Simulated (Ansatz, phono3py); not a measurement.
# Scattering channels in CdS (Greenockite, P6_3mc), one at a time, part 3 of 5

Aim: with force constants in hand, see how mesh, solver, isotopes and boundaries change the conductivity of CdS (Greenockite).

Measurements to reproduce:
- thermal conductivity 16 W/m/K near room temperature (given in “Combining the AFLOW GIBBS and Elastic Libraries to efficiently and robustly screen thermo-mechanical properties of solids”, 2017, arXiv:1611.05714)

Ansatz 0.2.0 and phono3py 4.10.0; DFT r2SCAN, scalar-relativistic, plane waves, PAW; PAW set soft_1 (the session's first sound run).

So far, κ at 300 K (W/m/K): step 3 (relaxation-time solution) 14.5; step 8 (q-mesh of the transport sums 9×9×5) 14.1; step 9 (q-mesh of the transport sums 15×15×9) 14.6; step 10 (q-mesh of the transport sums 19×19×11) 14.4; step 11 (q-mesh of the transport sums 25×25×13) 14.1.

The database entry behind the starting cell differs from later determinations by our own check (about 0.35 % long), so it need not match the best structure at ambient conditions.

### Step 13. Boundary scattering, third order supercell 3×3×2, supercell 3×3×2

A boundary term v/L is added to each rate, a simple model of grains or a thin sample.

This step: DFT r2SCAN, scalar-relativistic, plane waves, PAW; PAW set soft_1; phono3py on Ansatz's force constants (phono3py 4.10.0).

phono3py.yaml

```yaml
phono3py:
  version: "4.10.0"
  frequency_unit_conversion_factor: 15.633302
  symmetry_tolerance: 1.00000e-05

physical_unit:
  atomic_mass: "AMU"
  length: "angstrom"

space_group:
  type: "P6_3mc"
  number: 186
  Hall_symbol: "P 6c -2c"

primitive_matrix:
- [  1.000000000000000,  0.000000000000000,  0.000000000000000 ]
- [  0.000000000000000,  1.000000000000000,  0.000000000000000 ]
- [  0.000000000000000,  0.000000000000000,  1.000000000000000 ]

supercell_matrix:
- [   3,   0,   0 ]
- [   0,   3,   0 ]
- [   0,   0,   2 ]

# [primitive_cell block left out]
unit_cell:
  lattice:
  - [     4.164633929602186,     0.000000000000000,     0.000000000000000 ] # a
  - [    -2.082316964801093,     3.606678780498107,     0.000000000000000 ] # b
  - [     0.000000000000000,     0.000000000000000,     6.767836004700000 ] # c
  points:
  - symbol: Cd # 1
    coordinates: [  0.333333333333333,  0.666666666666667, -0.000955861900000 ]
    mass: 112.414000
    reduced_to: 1
  - symbol: Cd # 2
    coordinates: [  0.666666666666667,  0.333333333333333,  0.499044138100000 ]
    mass: 112.414000
    reduced_to: 2
  - symbol: S # 3
    coordinates: [  0.333333333333333,  0.666666666666667,  0.375955861900000 ]
    mass: 32.060000
    reduced_to: 3
  - symbol: S # 4
    coordinates: [  0.666666666666667,  0.333333333333333,  0.875955861900000 ]
    mass: 32.060000
    reduced_to: 4

# [supercell block left out]
phonon_supercell_matrix:
- [   3,   0,   0 ]
- [   0,   3,   0 ]
- [   0,   0,   2 ]

# [phonon_primitive_cell block left out]
# [phonon_supercell block left out]
nac:
  born_effective_charge:
  - # 1 (Cd)
    - [  2.149721815841585,  0.000000000000000,  0.000000000000000 ]
    - [  0.000000000000000,  2.149721815841584,  0.000000000000000 ]
    - [  0.000000000000000,  0.000000000000000,  2.225165993426336 ]
  - # 2 (Cd)
    - [  2.149721815841585,  0.000000000000000,  0.000000000000000 ]
    - [  0.000000000000000,  2.149721815841584,  0.000000000000000 ]
    - [  0.000000000000000,  0.000000000000000,  2.225165993426336 ]
  - # 3 (S)
    - [ -2.149721815841585,  0.000000000000000,  0.000000000000000 ]
    - [  0.000000000000000, -2.149721815841585,  0.000000000000000 ]
    - [  0.000000000000000,  0.000000000000000, -2.225165993426336 ]
  - # 4 (S)
    - [ -2.149721815841585,  0.000000000000000,  0.000000000000000 ]
    - [  0.000000000000000, -2.149721815841584,  0.000000000000000 ]
    - [  0.000000000000000,  0.000000000000000, -2.225165993426336 ]
  dielectric_constant:
    - [  5.383457480482410,  0.000000000000000,  0.000000000000000 ]
    - [  0.000000000000000,  5.383457480482409,  0.000000000000000 ]
    - [  0.000000000000000,  0.000000000000000,  5.453426528803349 ]
  unit_conversion_factor: 14.399645
```

Run with:

```bash
$ phono3py phono3py.yaml --mesh 13 13 7 --br --isotope --boundary-mfp 0.03 --ts 100 150 200 300 400 500 600 800
```

What it wrote:

```text
[banner, memory and clock lines left out]
Rust backend (phonors) using rayon (8 threads).
Running in phono3py.load mode.
Spglib version 2.8.0
----------------------------- General settings -----------------------------
Run mode: conductivity-RTA
HDF5 data compression filter: gzip
Crystal structure was read from "phono3py.yaml".
Supercell (dim): [3 3 2]
Phonon supercell (dim-fc2): [3 3 2]
Primitive matrix:
  [1. 0. 0.]
  [0. 1. 0.]
  [0. 0. 1.]
Spacegroup: P6_3mc (186)
Use -v option to watch primitive cell, unit cell, and supercell structures.
NAC parameters were read from "phono3py.yaml".
fc3 was read from "fc3.hdf5".
fc2 was read from "fc2.hdf5".
----------------------------- Force constants ------------------------------
Max drift of fc3: -0.00000300 (xxy) -0.00000300 (xxy) -0.00000300 (xyx)
Max drift of fc2: -0.00000900 (yy) -0.00000900 (yy)
--------------------------- Calculation settings ---------------------------
Non-analytical term correction (NAC): True
NAC unit conversion factor:  14.39964
BZ integration: Tetrahedron-method
Temperature:  100.0  150.0  200.0  300.0  400.0 ... 800.0
Cutoff frequency: 0.01
Mesh sampling: [ 13 13 7 ]
Generating grid system ... [ 13 13 7 ]
fc3-r2q-transformation over three atoms: True
--------------------------- Phonon calculations ----------------------------
  PRB 50, 13035(R) (1994), PRB 55, 10355 (1997)
  G-cutoff distance: 0.89, Number of G-points: 313, Lambda: 0.22
Running harmonic phonon calculations...
-------------------- Lattice thermal conductivity (RTA) --------------------
Running heat capacity calculations...
Running velocity calculations...
Running isotope scattering calculations with tetrahedron method...
======================= Grid point 0 (1/84) =======================
q-point: ( 0.00  0.00  0.00)
Boundary mean free path (micrometer): 0.03000
Mass variance parameters: 2.72e-04 2.72e-04 1.65e-04 1.65e-04
Number of triplets: 84
Frequency     group velocity (x, y, z)     |gv|
  -0.005   (   0.000    0.000    0.000)    0.000
  -0.002   (   0.000    0.000    0.000)    0.000
   0.003   (   0.000    0.000   -0.000)    0.000
   1.267   (   0.000   -0.000   -0.000)    0.000
   1.267   (   0.000    0.000    0.000)    0.000
   4.001   (   0.000    0.000   -0.000)    0.000
   6.692   (   0.000    0.000    0.000)    0.000
   6.930   (   0.000   -0.000   -0.000)    0.000
   6.930   (   0.000    0.000    0.000)    0.000
   7.340   (   0.000   -0.000   -0.000)    0.000
   7.340   (  -0.000   -0.000    0.000)    0.000
   8.851   (   0.000    0.000    0.000)    0.000
======================= Grid point 1 (2/84) =======================
q-point: ( 0.08  0.00  0.00)
Boundary mean free path (micrometer): 0.03000
Mass variance parameters: 2.72e-04 2.72e-04 1.65e-04 1.65e-04
Number of triplets: 196
Frequency     group velocity (x, y, z)     |gv|
   0.292   (  11.785    6.804    0.000)   13.608
   0.337   (  17.699   10.219    0.000)   20.437
   0.862   (  33.121   19.122    0.000)   38.245
   1.259   (  -0.362   -0.209    0.000)    0.418
[...]
[81 grid points left out]
======================= Grid point 601 (84/84) =======================
q-point: ( 0.31  0.31  0.43)
Boundary mean free path (micrometer): 0.03000
Mass variance parameters: 2.72e-04 2.72e-04 1.65e-04 1.65e-04
Number of triplets: 322
Frequency     group velocity (x, y, z)     |gv|
[...]
4.093   (   0.917    1.589    3.508)    3.959
   4.121   (  -0.248   -0.429    0.951)    1.072
   7.622   (   0.381    0.661   -0.582)    0.960
   7.652   (  -0.831   -1.439   -3.386)    3.772
   8.349   (   3.806    6.592    3.057)    8.203
   8.378   (   2.801    4.851    0.069)    5.602
   8.530   (  -2.805   -4.859    3.670)    6.704
   8.627   (  -1.169   -2.025   -5.180)    5.684
=================== End of collection of collisions ===================
----------- Thermal conductivity (W/m-k) with tetrahedron method -----------
#  T(K)        xx         yy         zz         yz         xz         xy
  100.0       5.616      5.616      5.820      0.000      0.000      0.000
  150.0       5.414      5.414      5.534      0.000      0.000      0.000
  200.0       5.060      5.060      5.137      0.000      0.000      0.000
  300.0       4.400      4.400      4.438     -0.000      0.000      0.000
  400.0       3.887      3.887      3.909     -0.000      0.000      0.000
  500.0       3.489      3.489      3.502     -0.000      0.000      0.000
  600.0       3.171      3.171      3.180     -0.000      0.000      0.000
  800.0       2.695      2.695      2.699     -0.000      0.000      0.000

Thermal conductivity related properties were written into
"kappa-m13137.hdf5".
Summary of calculation was written in "phono3py.yaml".
```

Run time: 8.2 s. Hardware: 8 threads of Intel Xeon at 2.70GHz, shared host; peak memory 0.09 GiB; 55 s of CPU time.

This step gave:

```yaml
kappa_at_300_k: 4.413 W/m/K
kappa_xx_yy_zz_at_300_k: 4.4, 4.4, 4.438 W/m/K
```

W/m/K. Kappa, by row:

| T (K) | xx | yy | zz | yz | xz | xy |
| --- | --- | --- | --- | --- | --- | --- |
| 100 | 5.616 | 5.616 | 5.82 | 0 | 0 | 0 |
| 150 | 5.414 | 5.414 | 5.534 | 0 | 0 | 0 |
| 200 | 5.06 | 5.06 | 5.137 | 0 | 0 | 0 |
| 300 | 4.4 | 4.4 | 4.438 | 0 | 0 | 0 |
| 400 | 3.887 | 3.887 | 3.909 | 0 | 0 | 0 |
| 500 | 3.489 | 3.489 | 3.502 | 0 | 0 | 0 |
| 600 | 3.171 | 3.171 | 3.18 | 0 | 0 | 0 |
| 800 | 2.695 | 2.695 | 2.699 | 0 | 0 | 0 |

κ at 300 K goes from 14.5 in the base run to 4.41 W/(m K).

### Step 14. Boundary scattering, third order supercell 3×3×2, supercell 3×3×2 (run 2)

A boundary term v/L is added to each rate, a simple model of grains or a thin sample.

phono3py.yaml is that of step 13.

Run with:

```bash
$ phono3py phono3py.yaml --mesh 13 13 7 --br --isotope --boundary-mfp 0.3 --ts 100 150 200 300 400 500 600 800
```

What it wrote:

```text
[banner, memory and clock lines left out]
Rust backend (phonors) using rayon (8 threads).
Running in phono3py.load mode.
Spglib version 2.8.0
----------------------------- General settings -----------------------------
Run mode: conductivity-RTA
HDF5 data compression filter: gzip
Crystal structure was read from "phono3py.yaml".
Supercell (dim): [3 3 2]
Phonon supercell (dim-fc2): [3 3 2]
Primitive matrix:
  [1. 0. 0.]
  [0. 1. 0.]
  [0. 0. 1.]
Spacegroup: P6_3mc (186)
Use -v option to watch primitive cell, unit cell, and supercell structures.
[...]
----------- Thermal conductivity (W/m-k) with tetrahedron method -----------
#  T(K)        xx         yy         zz         yz         xz         xy
  100.0      20.552     20.552     20.926     -0.000      0.000      0.000
  150.0      16.471     16.471     16.696     -0.000      0.000      0.000
  200.0      13.664     13.664     13.822     -0.000      0.000      0.000
[...]
600.0       5.934      5.934      5.991     -0.000      0.000      0.000
  800.0       4.662      4.662      4.707     -0.000      0.000      0.000

Thermal conductivity related properties were written into
"kappa-m13137.hdf5".
Summary of calculation was written in "phono3py.yaml".
```

The job ended after 9.2 s (8 threads; peak memory 0.09 GiB).

Numbers from this step:

```
κ at 300 K            : 10.27 W/m/K
κ xx, yy, zz at 300 K : 10.23, 10.23, 10.33 W/m/K
```

W/m/K. Kappa, by row:

| T (K) | xx | yy | zz | yz | xz | xy |
| --- | --- | --- | --- | --- | --- | --- |
| 100 | 20.55 | 20.55 | 20.93 | 0 | 0 | 0 |
| 150 | 16.47 | 16.47 | 16.7 | 0 | 0 | 0 |
| 200 | 13.66 | 13.66 | 13.82 | 0 | 0 | 0 |
| 300 | 10.23 | 10.23 | 10.33 | 0 | 0 | 0 |
| 400 | 8.217 | 8.217 | 8.296 | 0 | 0 | 0 |
| 500 | 6.885 | 6.885 | 6.95 | 0 | 0 | 0 |
| 600 | 5.934 | 5.934 | 5.991 | 0 | 0 | 0 |
| 800 | 4.662 | 4.662 | 4.707 | 0 | 0 | 0 |

κ at 300 K goes from 14.5 in the base run to 10.3 W/(m K).

### Step 15. Direct solution of the linearised equation, third order supercell 3×3×2, supercell 3×3×2

Solving the linearised equation directly keeps the heat that normal processes pass on between modes; it is dearer, so the mesh may be smaller.

phono3py.yaml is that of step 14.

Run with:

```bash
$ phono3py phono3py.yaml --mesh 13 13 7 --lbte --isotope --ts 100 300 600
```

What it wrote:

```text
[banner, memory and clock lines left out]
Rust backend (phonors) using rayon (8 threads).
Running in phono3py.load mode.
Spglib version 2.8.0
----------------------------- General settings -----------------------------
Run mode: conductivity-LBTE
HDF5 data compression filter: gzip
Crystal structure was read from "phono3py.yaml".
Supercell (dim): [3 3 2]
Phonon supercell (dim-fc2): [3 3 2]
Primitive matrix:
  [1. 0. 0.]
  [0. 1. 0.]
  [0. 0. 1.]
Spacegroup: P6_3mc (186)
Use -v option to watch primitive cell, unit cell, and supercell structures.
NAC parameters were read from "phono3py.yaml".
fc3 was read from "fc3.hdf5".
fc2 was read from "fc2.hdf5".
----------------------------- Force constants ------------------------------
Max drift of fc3: -0.00000300 (xxy) -0.00000300 (xxy) -0.00000300 (xyx)
Max drift of fc2: -0.00000900 (yy) -0.00000900 (yy)
--------------------------- Calculation settings ---------------------------
Non-analytical term correction (NAC): True
NAC unit conversion factor:  14.39964
BZ integration: Tetrahedron-method
Temperatures: 100.0  300.0  600.0
Cutoff frequency: 0.01
Mesh sampling: [ 13 13 7 ]
Generating grid system ... [ 13 13 7 ]
fc3-r2q-transformation over three atoms: True
--------------------------- Phonon calculations ----------------------------
  PRB 50, 13035(R) (1994), PRB 55, 10355 (1997)
  G-cutoff distance: 0.89, Number of G-points: 313, Lambda: 0.22
Running harmonic phonon calculations...
------------------- Lattice thermal conductivity (LBTE) -------------------
Running heat capacity calculations...
Running velocity calculations...
Running isotope scattering calculations with tetrahedron method...
======================= Grid point 0 (1/84) =======================
q-point: ( 0.00  0.00  0.00)
Boundary mean free path (millimeter): 1000.000
Mass variance parameters: 2.72e-04 2.72e-04 1.65e-04 1.65e-04
Number of triplets: 84
Frequency     group velocity (x, y, z)     |gv|
  -0.005   (   0.000    0.000    0.000)    0.000
  -0.002   (   0.000    0.000    0.000)    0.000
   0.003   (   0.000    0.000   -0.000)    0.000
   1.267   (   0.000   -0.000   -0.000)    0.000
   1.267   (   0.000    0.000    0.000)    0.000
   4.001   (   0.000    0.000   -0.000)    0.000
   6.692   (   0.000    0.000    0.000)    0.000
   6.930   (   0.000   -0.000   -0.000)    0.000
   6.930   (   0.000    0.000    0.000)    0.000
   7.340   (   0.000   -0.000   -0.000)    0.000
   7.340   (  -0.000   -0.000    0.000)    0.000
   8.851   (   0.000    0.000    0.000)    0.000
======================= Grid point 1 (2/84) =======================
q-point: ( 0.08  0.00  0.00)
Boundary mean free path (millimeter): 1000.000
Mass variance parameters: 2.72e-04 2.72e-04 1.65e-04 1.65e-04
Number of triplets: 196
Frequency     group velocity (x, y, z)     |gv|
   0.292   (  11.785    6.804    0.000)   13.608
   0.337   (  17.699   10.219    0.000)   20.437
   0.862   (  33.121   19.122    0.000)   38.245
   1.259   (  -0.362   -0.209    0.000)    0.418
[...]
[81 grid points left out]
======================= Grid point 601 (84/84) =======================
q-point: ( 0.31  0.31  0.43)
Boundary mean free path (millimeter): 1000.000
Mass variance parameters: 2.72e-04 2.72e-04 1.65e-04 1.65e-04
Number of triplets: 322
Frequency     group velocity (x, y, z)     |gv|
[...]
4.093   (   0.917    1.589    3.508)    3.959
   4.121   (  -0.248   -0.429    0.951)    1.072
   7.622   (   0.381    0.661   -0.582)    0.960
   7.652   (  -0.831   -1.439   -3.386)    3.772
   8.349   (   3.806    6.592    3.057)    8.203
   8.378   (   2.801    4.851    0.069)    5.602
   8.530   (  -2.805   -4.859    3.670)    6.704
   8.627   (  -1.169   -2.025   -5.180)    5.684
=================== End of collection of collisions ===================
- Collision matrix shape (1, 3, 84, 12, 3, 84, 12, 3)
- Averaging collision matrix elements by phonon degeneracy [0.041s]
- Making collision matrix symmetric (Rust) [0.022s]
Diagonalize by scipy.linalg.lapack.dsyev sum=2.5e+02 d=-2.8e-14 [39.922s]
Pinv by ignoring 936/3024 dims under abs(eig)<1.0e-08 (np.dot) [0.015s]
----------- Thermal conductivity (W/m-k) with tetrahedron method -----------
#  T(K)        xx         yy         zz         yz         xz         xy
  100.0      52.370     52.370     52.659     -0.000      0.000      0.000
  (RTA)      46.300     46.300     48.775      0.000     -0.000      0.000
Diagonalize by scipy.linalg.lapack.dsyev sum=2.7e+02 d=5.7e-14 [42.430s]
Pinv by ignoring 936/3024 dims under abs(eig)<1.0e-08 (np.dot) [0.015s]
#  T(K)        xx         yy         zz         yz         xz         xy
  300.0      16.435     16.435     15.825      0.000     -0.000      0.000
  (RTA)      14.438     14.438     14.741     -0.000     -0.000      0.000
Diagonalize by scipy.linalg.lapack.dsyev sum=3.0e+02 d=1.1e-13 [43.110s]
Pinv by ignoring 936/3024 dims under abs(eig)<1.0e-08 (np.dot) [0.016s]
#  T(K)        xx         yy         zz         yz         xz         xy
  600.0       8.391      8.391      7.968      0.000     -0.000      0.000
  (RTA)       7.308      7.308      7.418     -0.000      0.000      0.000
Thermal conductivity related properties were written into
"kappa-m13137.hdf5".
Eigenvalues of collision matrix were written into "coleigs-m13137.hdf5"
Summary of calculation was written in "phono3py.yaml".
```

The job ended after 2.3 min (8 threads; peak memory 0.35 GiB).

Numbers from this step:

```yaml
kappa_at_300_k: 16.23 W/m/K
kappa_xx_yy_zz_at_300_k: 16.43, 16.43, 15.82 W/m/K
```

W/m/K. Kappa, by row:

| T (K) | xx | yy | zz | yz | xz | xy | RTA mean |
| --- | --- | --- | --- | --- | --- | --- | --- |
| 100 | 52.37 | 52.37 | 52.66 | 0 | 0 | 0 | 47.13 |
| 300 | 16.43 | 16.43 | 15.82 | 0 | 0 | 0 | 14.54 |
| 600 | 8.391 | 8.391 | 7.968 | 0 | 0 | 0 | 7.345 |

κ at 300 K goes from 14.5 in the base run to 16.2 W/(m K).

(Part 3 of 5 ends here.)

[Logs are printed without paths, hosts, clocks, repeated set-up lines and the standing remarks that a program may print on its own settings, such as how far it seeks lower states.]

[Hosts, paths, dates, database ids (printed as entryN), source tags and the programs' standing remarks are cut or masked in the printed files.]

[A step with changed settings may run another functional than the one named; its input shows which.]
